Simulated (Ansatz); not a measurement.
# Li on Mo(100): change of the work function, part 2 of 2

Wanted: Δφ(θ) for Li/Mo(100), starting from the hollow site.

Ansatz 0.2.0; plane-wave DFT, LDA, Ansatz PAW (the session's first sound run).

So far, work function, upper face (eV): step 2 (the clean slab) 4.24; step 3 (21 atoms, coverage 0.25 ML, cell 2x2) 3.59; step 4 (22 atoms, coverage 0.5 ML, cell 2x2) 3.10.

### 5. Adsorbate added, k-mesh 10×10×1, coverage 1 ML

System of this step: Li/Mo(100). The cell holds 6 atoms: 5 Mo and 1 Li. Cell: a = 3.150 Å, b = 3.150 Å, c = 25.945 Å, α = 90.0°, β = 90.0°, γ = 90.0°. Vacuum lies along c.

input.yaml reads:

```yaml
crystal:
  lattice:
    - [3.15, 0.0, 0.0]
    - [0.0, 3.15, 0.0]
    - [0.0, 0.0, 25.9450118701]
  atoms:
    - { symbol: Mo, position: [0.0, 0.0, 0.3468874882] }
    - { symbol: Mo, position: [0.5, 0.5, 0.4075927987] }
    - { symbol: Mo, position: [0.0, 0.0, 0.4648596771] }
    - { symbol: Mo, position: [0.5, 0.5, 0.5270752622] }
    - { symbol: Mo, position: [0.0, 0.0, 0.577916297] }
    - { symbol: Li, position: [0.5, 0.5, 0.6531125118] }
kpoints:
  mp_grid: { grid: [10, 10, 1] }
hamiltonian:
  xc: lda
scf:
  occupations: { method: fermi_dirac, width: 0.1 }
  convergence: { dr2_threshold: 1.0e-08 }
efield:
  axis: 3
  dipole_correction: true
  ramp_position: 0.97
  ramp_width: 0.06
relax:
  f_tol: 0.02
  max_steps: 60
  constraints: [{ sites: [0, 1] }]
output:
  bader: true
  write_potential: true
  write_density: true
  volumetric_format: npy
```

The run is started by

```console
$ ansatz run input.yaml --threads 4 --pin off --max-ram 12288MiB --backend cpu --events-out ev --progress --plain --runs-dir out
```

Run time: 46 s. Hardware: 4 threads of Arm Neoverse V1, shared host; peak memory 0.57 GiB.

The steps of the relaxation:

| step | energy less that of the first step (eV) | largest force component (eV/Å) |
| --- | --- | --- |
| 1 | 0.0000 | 0.8122 |
| 2 | -0.0350 | 0.6640 |
| 3 | -0.0438 | 0.3082 |
| 4 | -0.0570 | 0.0720 |
| 5 | -0.0573 | 0.0251 |
| 6 | -0.0573 | 0.0027 |

Forces are held to the 8 operations that the run works with; a distortion that breaks them can't arise in this run.

The atoms that moved most (Å):

| atom | dx | dy | dz | length |
| --- | --- | --- | --- | --- |
| Li6 | 0.000 | 0.000 | -0.187 | 0.187 |
| Mo5 | 0.000 | 0.000 | 0.041 | 0.041 |
| Mo3 | 0.000 | 0.000 | 0.011 | 0.011 |
| Mo4 | 0.000 | 0.000 | -0.008 | 0.008 |

Running mean over 1.575 Å of the planar mean; the ramp of the sawtooth is left out. Electron's electrostatic potential energy less the Fermi level against z:

| z (Å) | electron's electrostatic potential energy less the Fermi level (eV) |
| --- | --- |
| 3.5 | 4.30 |
| 4.0 | 4.30 |
| 4.5 | 4.30 |
| 5.0 | 4.29 |
| 5.5 | 4.27 |
| 6.0 | 4.22 |
| 6.5 | 4.05 |
| 7.0 | 3.56 |
| 7.5 | 2.02 |
| 8.0 | -2.28 |
| 8.5 | -8.01 |
| 9.0 | -11.4 |
| 9.5 | -12.2 |
| 10.0 | -12.4 |
| 10.5 | -12.8 |
| 11.0 | -13.4 |
| 11.5 | -13.5 |
| 12.0 | -13.0 |
| 12.5 | -12.6 |
| 13.0 | -12.5 |
| 13.5 | -13.0 |
| 14.0 | -14.3 |
| 14.5 | -14.5 |
| 15.0 | -12.6 |
| 15.5 | -8.94 |
| 16.0 | -4.68 |
| 16.5 | -1.93 |
| 17.0 | -0.849 |
| 17.5 | 0.506 |
| 18.0 | 2.05 |
| 18.5 | 2.78 |
| 19.0 | 3.08 |
| 19.5 | 3.20 |
| 20.0 | 3.25 |
| 20.5 | 3.27 |
| 21.0 | 3.27 |
| 21.5 | 3.28 |
| 22.0 | 3.28 |
| 22.5 | 3.28 |

The relaxation took 6 steps and lowered the energy by 0.057 eV; the largest force on the free atoms ends at 0.0027 eV/Å.

The covered face has 3.28 eV, -0.96 eV against the clean one; the bare back face has moved by -0.01 eV, a measure of how thin the slab is.

### 6. Work function against coverage

This step: plane-wave DFT, LDA, Ansatz PAW; work function against coverage (Ansatz 0.2.0).

The runs are now put side by side.

This step gave:

```yaml
work_function_of_the_clean_face: 4.241 eV
largest_change_of_the_work_function: -1.144 eV
```

Table of work function of the covered face by coverage:

| coverage (adsorbates/nm²) | work function of the covered face (eV) |
| --- | --- |
| 0.00 | 4.24 |
| 2.52 | 3.59 |
| 5.04 | 3.10 |
| 10.08 | 3.28 |

The dipole per adsorbate comes from the change of the cell's dipole. Coverage, by row:

| coverage (1/nm²) | coverage (ML) | work function (eV) | change (eV) | dipole per adsorbate, positive end outwards (debye) | mean height of the added atoms over the highest substrate atom (Å) |
| --- | --- | --- | --- | --- | --- |
| 2.52 | 0.25 | 3.592 | -0.6486 | 0.671 | 1.682 |
| 5.039 | 0.5 | 3.097 | -1.144 | 0.594 | 1.785 |
| 10.08 | 1 | 3.277 | -0.9637 | 0.251 | 1.723 |

### 7. The slab at 0.25 ML, atoms frozen

This step: plane-wave DFT, LDA, Ansatz PAW (Ansatz 0.2.0).

System of this step: Li/Mo(100). The cell holds 21 atoms: 20 Mo and 1 Li. Its edges and angles: a = 6.300 Å, b = 6.300 Å, c = 25.945 Å, α = 90.0°, β = 90.0°, γ = 90.0°. Vacuum lies along c.

To see where the charge goes, the covered slab, the bare substrate and the adsorbate layer are each run at the same frozen positions and on the same grid.

input.yaml reads:

```yaml
crystal:
  lattice:
    - [6.3, 0.0, 0.0]
    - [0.0, 6.3, 0.0]
    - [0.0, 0.0, 25.9450118701]
  atoms:
    - { symbol: Mo, position: [0.0, 0.0, 0.3468874882] }
    - { symbol: Mo, position: [0.25, 0.25, 0.4075927987] }
    - { symbol: Mo, position: [0.0013451893, 0.0013451893, 0.4650294864] }
    - { symbol: Mo, position: [0.25, 0.25, 0.5290193385] }
    - { symbol: Mo, position: [-0.011939493, -0.011939493, 0.5784877176] }
    - { symbol: Mo, position: [0.0, 0.5, 0.3468874882] }
    - { symbol: Mo, position: [0.25, 0.75, 0.4075927987] }
    - { symbol: Mo, position: [0.0013451893, 0.4986548107, 0.4650294864] }
    - { symbol: Mo, position: [0.25, 0.75, 0.5271109427] }
    - { symbol: Mo, position: [-0.011939493, 0.511939493, 0.5784877176] }
    - { symbol: Mo, position: [0.5, 0.0, 0.3468874882] }
    - { symbol: Mo, position: [0.75, 0.25, 0.4075927987] }
    - { symbol: Mo, position: [0.4986548107, 0.0013451893, 0.4650294864] }
    - { symbol: Mo, position: [0.75, 0.25, 0.5271109427] }
    - { symbol: Mo, position: [0.511939493, -0.011939493, 0.5784877176] }
    - { symbol: Mo, position: [0.5, 0.5, 0.3468874882] }
    - { symbol: Mo, position: [0.75, 0.75, 0.4075927987] }
    - { symbol: Mo, position: [0.4986548107, 0.4986548107, 0.4650294864] }
    - { symbol: Mo, position: [0.75, 0.75, 0.5248656322] }
    - { symbol: Mo, position: [0.511939493, 0.511939493, 0.5784877176] }
    - { symbol: Li, position: [0.25, 0.25, 0.6433114031] }
kpoints:
  mp_grid: { grid: [5, 5, 1] }
hamiltonian:
  xc: lda
scf:
  occupations: { method: fermi_dirac, width: 0.1 }
  convergence: { dr2_threshold: 1.0e-08 }
efield:
  axis: 3
  dipole_correction: true
  ramp_position: 0.97
  ramp_width: 0.06
output:
  write_potential: true
  write_density: true
  volumetric_format: npy
```

Wall time 65 s (4 threads); peak memory 3.4 GiB.

This step gave:

- energy at zero smearing: -97040.0025 eV
- work function, upper face: 3.593 eV
- dipole along the normal: 0.1552 e·Å
- step between the vacuum levels: -0.7074 eV

The work function of the upper face is 3.59 eV.

### 8. The substrate of the 0.25 ML cell alone

System of this step: Li/Mo(100), substrate alone, atoms held. The cell holds 20 atoms: 20 Mo. Its edges and angles: a = 6.300 Å, b = 6.300 Å, c = 25.945 Å, α = 90.0°, β = 90.0°, γ = 90.0°. Vacuum lies along c.

The second part, atoms unmoved.

Edit input.yaml of step 7 so:

```diff
@@ -26,3 +26,2 @@
     - { symbol: Mo, position: [0.511939493, 0.511939493, 0.5784877176] }
-    - { symbol: Li, position: [0.25, 0.25, 0.6433114031] }
 kpoints:
```

The job ended after 62 s (4 threads; peak memory 3.4 GiB).

This step gave:

```yaml
energy_at_zero_smearing: -96837.4935 eV
work_function_upper_face: 4.270 eV
work_function_lower_face: 4.307 eV
dipole_along_the_normal: 0.008009 e·Å
step_between_the_vacuum_levels: -0.03651 eV
```

The work function of the upper face is 4.27 eV.

### 9. The adsorbate layer of the 0.25 ML cell alone

System of this step: Li/Mo(100), adsorbate layer alone, atoms held. The cell holds 1 atom: 1 Li. Cell: a = 6.300 Å, b = 6.300 Å, c = 25.945 Å, α = 90.0°, β = 90.0°, γ = 90.0°. Vacuum lies along c.

The third part; a free layer of atoms may carry a moment, so spin is on.

input.yaml, the sections that differ from step 8:

```yaml
crystal:
  lattice:
    - [6.3, 0.0, 0.0]
    - [0.0, 6.3, 0.0]
    - [0.0, 0.0, 25.9450118701]
  atoms:
    - { symbol: Li, position: [0.25, 0.25, 0.6433114031], spin: 1.0 }
magnetization:
  spin_polarized: true
# kpoints, hamiltonian, scf, efield, output: as in step 8
```

Wall time 6.4 s (4 threads); peak memory 0.85 GiB.

Numbers from this step:

| Property | Result |
| --- | --- |
| energy at zero smearing | -199.8697 eV |
| total moment | 0.8503 μB |
| site moments | 0.7091 μB |
| dipole along the normal | 2.80e-6 e·Å |

Site moment by atom:

| atom | site moment (μB) |
| --- | --- |
| Li1 | 0.709 |

The free layer carries a moment of 0.9 μB a cell.

### 10. Where the charge went at 0.25 ML

This step: plane-wave DFT, LDA, Ansatz PAW; density difference on adsorption (Ansatz 0.2.0).

The densities of the parts are taken from that of the whole and averaged over planes; the first moment of what is left gives the step in the potential.

Numbers from this step:

| Item | Value |
| --- | --- |
| largest charge moved | 0.004265 e/Å² |
| potential step from the moved charge | -0.6696 eV |

Planar mean, whole system less its parts. Electron density difference against z:

z (Å), electron density difference (e/Å³) and a bar from the least value:
```
        6    0.00000 ########
        7   -0.00001 ########
        8   -0.00004 ########
        9   -0.00014 #######
       10    0.00003 ########
       11   -0.00015 #######
       12   -0.00004 ########
       13   -0.00010 #######
       14   -0.00137 ####
       15   -0.00197 ##
       16    0.00750 ##############################
       17    0.00123 ###########
       18   -0.00261 
       19   -0.00101 #####
       20   -0.00023 #######
       21   -0.00004 ########
       22   -0.00001 ########
       23    0.00000 ########
       24    0.00000 ########
```

Planar mean, whole system less its parts. Table of electrons moved below z by z:

| z (Å) | electrons moved below z (e/Å²) |
| --- | --- |
| 6.0 | 1.4e-7 |
| 6.5 | -6.3e-7 |
| 7.0 | -4.8e-6 |
| 7.5 | -1.9e-5 |
| 8.0 | -4.3e-5 |
| 8.5 | 6.0e-7 |
| 9.0 | -9.0e-7 |
| 9.5 | 7.3e-7 |
| 10.0 | 1.3e-5 |
| 10.5 | -8.2e-6 |
| 11.0 | -3.6e-5 |
| 11.5 | -6.6e-5 |
| 12.0 | -3.0e-5 |
| 12.5 | 7.5e-6 |
| 13.0 | 4.3e-5 |
| 13.5 | -1.0e-4 |
| 14.0 | -6.5e-4 |
| 14.5 | -0.00146 |
| 15.0 | -0.00248 |
| 15.5 | -0.00290 |
| 16.0 | -2.4e-4 |
| 16.5 | 0.00293 |
| 17.0 | 0.00426 |
| 17.5 | 0.00362 |
| 18.0 | 0.00230 |
| 18.5 | 0.00124 |
| 19.0 | 6.0e-4 |
| 19.5 | 2.7e-4 |
| 20.0 | 1.2e-4 |
| 20.5 | 4.9e-5 |
| 21.0 | 2.0e-5 |
| 21.5 | 8.4e-6 |
| 22.0 | 3.7e-6 |
| 22.5 | 1.9e-6 |
| 23.0 | 1.1e-6 |
| 23.5 | 8.3e-7 |
| 24.0 | 7.2e-7 |
| 24.5 | 6.8e-7 |
| 25.0 | 6.6e-7 |
| 25.5 | 6.6e-7 |

### 11. A changed input

This step: plane-wave DFT, LDA, Ansatz PAW (Ansatz 0.2.0).

System of this step: Li/Mo(100). The cell holds 6 atoms: 5 Mo and 1 Li. Its edges and angles: a = 3.150 Å, b = 3.150 Å, c = 25.945 Å, α = 90.0°, β = 90.0°, γ = 90.0°. Vacuum lies along c.

A run with a changed input: it repeats the earlier run at 1 ML with scf.occupations.width from 0.1 removed and scf.occupations.method from fermi_dirac to tetrahedron.

input.yaml reads:

```yaml
crystal:
  lattice:
    - [3.15, 0.0, 0.0]
    - [0.0, 3.15, 0.0]
    - [0.0, 0.0, 25.9450118701]
  atoms:
    - { symbol: Mo, position: [0.0, 0.0, 0.3468874882] }
    - { symbol: Mo, position: [0.5, 0.5, 0.4075927987] }
    - { symbol: Mo, position: [0.0, 0.0, 0.4648596771] }
    - { symbol: Mo, position: [0.5, 0.5, 0.5270752622] }
    - { symbol: Mo, position: [0.0, 0.0, 0.577916297] }
    - { symbol: Li, position: [0.5, 0.5, 0.6531125118] }
kpoints:
  mp_grid: { grid: [10, 10, 1] }
hamiltonian:
  xc: lda
scf:
  occupations: { method: tetrahedron }
  convergence: { dr2_threshold: 1.0e-08 }
efield:
  axis: 3
  dipole_correction: true
  ramp_position: 0.97
  ramp_width: 0.06
relax:
  f_tol: 0.02
  max_steps: 60
  constraints: [{ sites: [0, 1] }]
output:
  bader: true
  write_potential: true
  write_density: true
  volumetric_format: npy
```

Wall time 51 s (4 threads); peak memory 0.57 GiB; 3.3 min of CPU time.

Step by step:

| step | energy less that of the first step (eV) | largest force component (eV/Å) |
| --- | --- | --- |
| 1 | 0.0000 | 0.8315 |
| 2 | -0.0377 | 0.6684 |
| 3 | -0.0590 | 0.1090 |
| 4 | -0.0602 | 0.0153 |

The run keeps the 8 symmetry operations that it works with, so distortions that break them were not tested.

The atoms that moved most (Å):

| atom | dx | dy | dz | length |
| --- | --- | --- | --- | --- |
| Li6 | 0.000 | 0.000 | -0.186 | 0.186 |
| Mo5 | 0.000 | 0.000 | 0.043 | 0.043 |
| Mo3 | 0.000 | 0.000 | 0.014 | 0.014 |
| Mo4 | 0.000 | 0.000 | -0.006 | 0.006 |

The relaxed structure:

```
Mo Li
1.0
     3.15000    0.00000    0.00000
     0.00000    3.15000    0.00000
     0.00000    0.00000   25.94501
Mo Li
5 1
Direct
  0.00000 0.00000 0.34689
  0.50000 0.50000 0.40759
  0.00000 0.00000 0.46541
  0.50000 0.50000 0.52686
  0.00000 0.00000 0.57957
  0.50000 0.50000 0.64596
```

This step gave:

```yaml
work_function_upper_face: 3.295 eV
work_function_lower_face: 4.259 eV
dipole_along_the_normal: 0.05286 e·Å
step_between_the_vacuum_levels: -0.9640 eV
```

| quantity | this run | earlier run | difference |
| --- | --- | --- | --- |
| work function, upper face (eV) | 3.295 | 3.277 | 0.018 |
| work function, lower face (eV) | 4.259 | 4.300 | -0.041 |
| dipole along the normal (e·Å) | 0.05286 | 0.05607 | -0.0032 |

What moves beyond 0.01 in its unit (for the dipole 0.5 % and 5e-5 e·Å): dipole along the normal (-0.00321 e·Å), work function, lower face (-0.0409 eV) and work function, upper face (+0.0176 eV).

### 12. The same run with other settings

This step: plane-wave DFT, LDA, Ansatz PAW, but for the change named below (Ansatz 0.2.0).

System of this step: Mo(100). The cell holds 5 atoms: 5 Mo. Cell: a = 3.150 Å, b = 3.150 Å, c = 24.300 Å, α = 90.0°, β = 90.0°, γ = 90.0°. Vacuum lies along c.

Another changed input: it repeats the earlier run at 0 ML with scf.occupations.width from 0.1 removed, scf.occupations.method from fermi_dirac to tetrahedron, hamiltonian.xc from lda to r2scan, scf.mixing.algorithm to msr1, scf.mixing.beta to 0.9 and scf.mixing.ndim to 8.

input.yaml, the sections that differ from step 11:

```yaml
crystal:
  lattice:
    - [3.15, 0.0, 0.0]
    - [0.0, 3.15, 0.0]
    - [0.0, 0.0, 24.3]
  atoms:
    - { symbol: Mo, position: [0.0, 0.0, 0.3703703704] }
    - { symbol: Mo, position: [0.5, 0.5, 0.4351851852] }
    - { symbol: Mo, position: [0.0, 0.0, 0.5] }
    - { symbol: Mo, position: [0.5, 0.5, 0.5648148148] }
    - { symbol: Mo, position: [0.0, 0.0, 0.6296296296] }
hamiltonian:
  xc: r2scan
scf:
  occupations: { method: tetrahedron }
  convergence: { dr2_threshold: 1.0e-08 }
  mixing: { algorithm: msr1, beta: 0.9, ndim: 8 }
output:
  write_potential: true
  write_density: true
  volumetric_format: npy
# kpoints, efield, relax: as in step 11
```

Elapsed: 2 min, on 4 threads; peak memory 0.99 GiB; 7.8 min of CPU time.

Step by step:

| step | energy less that of the first step (eV) | largest force component (eV/Å) |
| --- | --- | --- |
| 1 | 0.0000 | 1.4373 |
| 2 | -0.1557 | 0.7839 |
| 3 | -0.1869 | 0.4212 |
| 4 | -0.1990 | 0.0975 |
| 5 | -0.1995 | 0.0154 |

The run keeps the 8 symmetry operations that it works with, so distortions that break them were not tested.

The atoms that moved most (Å):

| atom | dx | dy | dz | length |
| --- | --- | --- | --- | --- |
| Mo5 | 0.000 | 0.000 | -0.195 | 0.195 |
| Mo3 | 0.000 | 0.000 | -0.048 | 0.048 |
| Mo4 | 0.000 | 0.000 | 0.020 | 0.020 |

Final coordinates:

```cif
data_structure
_symmetry_space_group_name_H-M 'P 1'
_symmetry_Int_Tables_number 1
_cell_length_a 3.1500
_cell_length_b 3.1500
_cell_length_c 24.3000
_cell_angle_alpha 90.000
_cell_angle_beta 90.000
_cell_angle_gamma 90.000
_cell_volume 241.12
loop_
_atom_site_label
_atom_site_type_symbol
_atom_site_fract_x
_atom_site_fract_y
_atom_site_fract_z
_atom_site_occupancy
Mo1 Mo 0.00000 0.00000 0.37037 1
Mo2 Mo 0.50000 0.50000 0.43519 1
Mo3 Mo 0.00000 0.00000 0.49802 1
Mo4 Mo 0.50000 0.50000 0.56562 1
Mo5 Mo 0.00000 0.00000 0.62159 1
```

This step gave:

| Property | Result |
| --- | --- |
| work function, upper face | 3.757 eV |
| work function, lower face | 3.925 eV |
| dipole along the normal | 0.009190 e·Å |
| step between the vacuum levels | -0.1676 eV |

| quantity | this run | earlier run | difference |
| --- | --- | --- | --- |
| work function, upper face (eV) | 3.757 | 4.241 | -0.48 |
| work function, lower face (eV) | 3.925 | 4.312 | -0.39 |
| dipole along the normal (e·Å) | 0.009190 | 0.003905 | 0.0053 |

What moves beyond 0.01 in its unit (for the dipole 0.5 % and 5e-5 e·Å): dipole along the normal (+0.00529 e·Å), work function, upper face (-0.484 eV) and work function, lower face (-0.387 eV).

### 13. Results

| Quantity | Value |
| --- | --- |
| work function of the clean face | 4.24 eV |
| work function at 0.25 ML | 3.59 eV |
| work function at 0.5 ML | 3.10 eV |
| work function at 1 ML | 3.28 eV |
| dipole per adsorbate at 0.25 ML, positive end outwards | 0.67 D |
| step of the potential from the moved charge at 0.25 ML, upper less lower side, atoms held | -0.670 eV |

**Reading.** Li lowers the work function of Mo(100) at the lowest coverage, by 0.65 eV: the adsorbate layer has its positive end outwards. The dipole per adsorbate falls from 0.67 to 0.25 D as the layer fills. Neighbouring dipoles depolarise each other, and heights and bonding change with coverage too. The work function passes a minimum near 0.5 ML among the coverages run and rises again. The slab has 5 layers, at the tabulated experimental lattice constant, one starting site was run, and quantum-size effects of a slab this thin can reach one or two tenths of an eV.

[Logs are printed without paths, hosts, clocks, repeated set-up lines and the standing remarks that a program may print on its own settings, such as how far it seeks lower states.]

[Hosts, paths, dates, database ids (printed as entryN), source tags and the programs' standing remarks are cut or masked in the printed files.]

[Maps of the electrostatic potential energy from Ansatz leave out the sawtooth potential of an applied field or a dipole correction, so their vacuum need not be flat; planar profiles and work functions include it.]
